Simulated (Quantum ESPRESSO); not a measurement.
**CrBr2: parallel and opposed starts**

Aim: find out which collinear order of CrBr2 costs least.

Calculated with Quantum ESPRESSO 7.5; LDA with U = 3.5 eV on Cr d (ortho-atomic projectors); plane waves with GBRV 1.5 LDA potentials, no spin-orbit coupling.

This is a report of a sequence of runs, with most program output left out.

### 1. The starting structure

Symmetry: C2/m, No. 12, monoclinic system. Conventional cell: a = 7.489 Å, b = 3.662 Å, c = 6.507 Å, α = 90.00°, β = 96.41°, γ = 90.00°. Cr has 6 Br at 2.55 to 3.20 Å nearest. Nearest to Br lie 3 Cr at 2.55 to 3.20 Å. Farther neighbours and most contacts between anions are not listed.

Structure file:

```cif
data_structure
_symmetry_space_group_name_H-M 'C2/m'
_symmetry_Int_Tables_number 12
_cell_length_a 7.4893
_cell_length_b 3.6621
_cell_length_c 6.5067
_cell_angle_alpha 90.000
_cell_angle_beta 96.414
_cell_angle_gamma 90.000
_cell_volume 177.34
loop_
_atom_site_label
_atom_site_type_symbol
_atom_site_symmetry_multiplicity
_atom_site_Wyckoff_symbol
_atom_site_fract_x
_atom_site_fract_y
_atom_site_fract_z
_atom_site_occupancy
Cr1 Cr 2 a 0.00000 0.00000 0.00000 1
Br1 Br 4 i 0.64577 0.00000 0.23323 1
```

The cell comes from Materials Project 2023-11-01, a database of computed structures, and need not be the stable phase.

### 2. Run 1, typed as ferro +

The signs are those of the starting moments on the seeded atoms, the atoms that are given a moment.

pw.in

```
&CONTROL
  calculation = 'scf'
  prefix = 'pwscf'
  outdir = './tmp'
  pseudo_dir = './pseudo'
  disk_io = 'nowf'
/
&SYSTEM
  ibrav = 0
  nat = 3
  ntyp = 2
  ecutwfc = 40
  ecutrho = 280
  nbnd = 23
  occupations = 'smearing'
  smearing = 'fd'
  degauss = 0.00367493
  nspin = 2
  starting_magnetization(1) = 0.2143
  starting_magnetization(2) = 0
/
&ELECTRONS
  conv_thr = 6d-09
  electron_maxstep = 150
  mixing_beta = 0.3
/
ATOMIC_SPECIES
Cr     51.9961 cr_lda_v1.5.uspp.F.UPF
Br     79.9040 br_lda_v1.4.uspp.F.UPF
CELL_PARAMETERS angstrom
   3.7446690000   -1.8310550000    0.0000000000
   3.7446690000    1.8310550000    0.0000000000
  -0.7268470000    0.0000000000    6.4659460000
ATOMIC_POSITIONS crystal
Cr      0.0000000000    0.0000000000    0.0000000000
Br      0.6457740000    0.6457740000    0.2332280000
Br      0.3542260000    0.3542260000    0.7667720000
K_POINTS automatic
6 6 6 0 0 0
HUBBARD {ortho-atomic}
U Cr-3d 3.5000
```

Command:

```bash
$ OMP_NUM_THREADS=1 mpirun -n 4 pw.x -nk 4 -in pw.in > pw.out
```

Run time: 33 s. Hardware: 4 MPI ranks of Arm Neoverse V2, shared host; peak memory 0.6 GiB.

Spin moment in the atom's sphere by atom:

| atom | spin moment in the atom's sphere (μB) |
| --- | --- |
| Cr1 | 3.59 |
| Br2 | -0.03 |
| Br3 | -0.03 |

This step gave:

| Quantity | Value |
| --- | --- |
| smearing term TS | 1.89e-9 eV |
| magnetization | 4 μB |
| absolute magnetization | 4.244 μB |
| final state | ferromagnetic |

### 3. Run 2, typed as antiferro q=(0,1/2,0) +−

This order needs a doubled cell of 6 atoms. The wavevector q is in fractions of the reciprocal vectors of the crystal's primitive cell, as the cells of these inputs are built from it; moments change sign between cells as cos(2π q·R).

pw.in

```
&CONTROL
  calculation = 'scf'
  prefix = 'pwscf'
  outdir = './tmp'
  pseudo_dir = './pseudo'
  disk_io = 'nowf'
/
&SYSTEM
  ibrav = 0
  nat = 6
  ntyp = 3
  ecutwfc = 40
  ecutrho = 280
  nbnd = 38
  occupations = 'smearing'
  smearing = 'fd'
  degauss = 0.00367493
  nspin = 2
  starting_magnetization(1) = 0.2143
  starting_magnetization(2) = -0.2143
  starting_magnetization(3) = 0
/
&ELECTRONS
  conv_thr = 1.2d-08
  electron_maxstep = 150
  mixing_beta = 0.3
/
ATOMIC_SPECIES
Cr1    51.9961 cr_lda_v1.5.uspp.F.UPF
Cr2    51.9961 cr_lda_v1.5.uspp.F.UPF
Br     79.9040 br_lda_v1.4.uspp.F.UPF
CELL_PARAMETERS angstrom
   3.7446690000   -1.8310550000    0.0000000000
   7.4893380000    3.6621100000    0.0000000000
  -0.7268470000    0.0000000000    6.4659460000
ATOMIC_POSITIONS crystal
Cr1     0.0000000000    0.0000000000    0.0000000000
Cr2     0.0000000000    0.5000000000    0.0000000000
Br      0.6457740000    0.3228870000    0.2332280000
Br      0.6457740000    0.8228870000    0.2332280000
Br      0.3542260000    0.1771130000    0.7667720000
Br      0.3542260000    0.6771130000    0.7667720000
K_POINTS automatic
6 3 6 0 0 0
HUBBARD {ortho-atomic}
U Cr1-3d 3.5000
U Cr2-3d 3.5000
```

Run time: 1.9 min. Hardware: 4 MPI ranks; peak memory 1.2 GiB; 7.7 min of CPU time.

Spin moment in the atom's sphere by atom:

```
atom  spin moment in the atom's sphere (μB)
 Cr1                                   3.57
 Cr2                                  -3.57
 Br3                                  -0.01
 Br4                                   0.01
 Br5                                   0.01
 Br6                                  -0.01
```

Read from the output:

```yaml
smearing_term_ts: 4.51e-10 eV
magnetization: 0 μB
absolute_magnetization: 8.403 μB
final_state: antiferromagnetic
```

### 4. Run 3, typed as antiferro q=(1/2,1/2,0) +−

The cell is doubled to 6 atoms to hold this order.

pw.in

```
&CONTROL
  calculation = 'scf'
  prefix = 'pwscf'
  outdir = './tmp'
  pseudo_dir = './pseudo'
  disk_io = 'nowf'
/
&SYSTEM
  ibrav = 0
  nat = 6
  ntyp = 3
  ecutwfc = 40
  ecutrho = 280
  nbnd = 38
  occupations = 'smearing'
  smearing = 'fd'
  degauss = 0.00367493
  nspin = 2
  starting_magnetization(1) = 0.2143
  starting_magnetization(2) = -0.2143
  starting_magnetization(3) = 0
/
&ELECTRONS
  conv_thr = 1.2d-08
  electron_maxstep = 150
  mixing_beta = 0.3
/
ATOMIC_SPECIES
Cr1    51.9961 cr_lda_v1.5.uspp.F.UPF
Cr2    51.9961 cr_lda_v1.5.uspp.F.UPF
Br     79.9040 br_lda_v1.4.uspp.F.UPF
CELL_PARAMETERS angstrom
   7.4893380000   -3.6621100000    0.0000000000
   7.4893380000    0.0000000000    0.0000000000
  -0.7268470000    0.0000000000    6.4659460000
ATOMIC_POSITIONS crystal
Cr1     0.0000000000    0.0000000000    0.0000000000
Cr2     0.5000000000    0.0000000000    0.0000000000
Br      0.0000000000    0.6457740000    0.2332280000
Br      0.5000000000    0.6457740000    0.2332280000
Br      0.0000000000    0.3542260000    0.7667720000
Br      0.5000000000    0.3542260000    0.7667720000
K_POINTS automatic
3 6 6 0 0 0
HUBBARD {ortho-atomic}
U Cr1-3d 3.5000
U Cr2-3d 3.5000
```

Elapsed: 1.9 min, on 4 MPI ranks; peak memory 1.1 GiB.

Spin moment in the atom's sphere by atom:

```csv
atom,spin moment in the atom's sphere (μB)
Cr1,3.58
Cr2,-3.58
Br3,0.06
Br4,-0.06
Br5,0.06
Br6,-0.06
```

Numbers from this step:

* smearing term TS: 1.82e-10 eV
* magnetization: 0 μB
* absolute magnetization: 8.452 μB
* final state: antiferromagnetic

### 5. Ranking

An order is kept where moments of 0.15 μB or more survive with the typed signs; meshes match where a doubled cell samples the same k points as the first cell.

Orders:

| start | final state | typed order kept | energy over the lowest (meV a seeded atom) | largest site moment (μB) | net moment (μB a cell of the first run) | mesh matched | CPU time (s) |
| --- | --- | --- | --- | --- | --- | --- | --- |
| ferro + | ferromagnetic | yes | 4.9 | 3.586 | 4 | yes | 130.6 |
| antiferro q=(0,1/2,0) +- | antiferromagnetic | yes | 0.7949 | 3.574 | 0 | yes | 459.1 |
| antiferro q=(1/2,1/2,0) +- | antiferromagnetic | yes | 0 | 3.581 | 0 | yes | 453.6 |

### 6. Energy mapping

E = −Σ J e·e over ordered pairs of unit vectors, so each pair counts twice. As many shells are taken as there are differences of energy, so the couplings are solved for and no residual tests the model; further shells are folded in, and shells whose pairs keep their relative signs in all orders cancel and are not probed. Couplings from the energies:

```csv
pair,distance (Å),neighbours an atom,J (meV)
Cr-Cr,3.662,2,-0.4138
Cr-Cr,4.168,4,-0.6125
```

### 7. Occupations of the corrected shells in the lowest state

Occupations of the Hubbard shells:

```
block  type  shell  spin  electrons             occupation numbers
    1   Cr1     3d    up      4.222  0.292 0.974 0.985 0.985 0.986
    1   Cr1     3d  down     0.2338  0.017 0.019 0.025 0.039 0.134
    2   Cr2     3d    up     0.2338  0.017 0.019 0.025 0.039 0.134
    2   Cr2     3d  down      4.222  0.292 0.974 0.985 0.985 0.986
```

### 8. Summary of results

```yaml
lowest_state_found: antiferromagnetic (from antiferro q=(1/2,1/2,0) +-)
largest_site_moment: 3.58 μB
next_state_with_moments: antiferromagnetic, 0.795 meV a seeded atom higher
j_of_the_weightiest_shell: -0.613 meV
```

In words: The two lowest states lie so close that the mesh, the smearing, the functional or spin–orbit coupling could swap them. The largest moment changes by 0.36 % between the kept orders, as for well localised moments. Only these 3 starts were compared; other wavevectors, canted and longer-period orders were not.

[Logs and program files are shortened in this print: banners, set-up blocks, solver, clock and traceback lines can be left out without a mark of their own.]

[Logs are printed without paths, hosts, clocks, repeated set-up lines and the standing remarks that a program may print on its own settings, such as how far it seeks lower states.]

[Hosts, paths, dates, database ids (printed as entryN), source tags and the programs' standing remarks are cut or masked in the printed files.]

[Where a cell is said to come from a database of computed structures, the database is the Materials Project.]
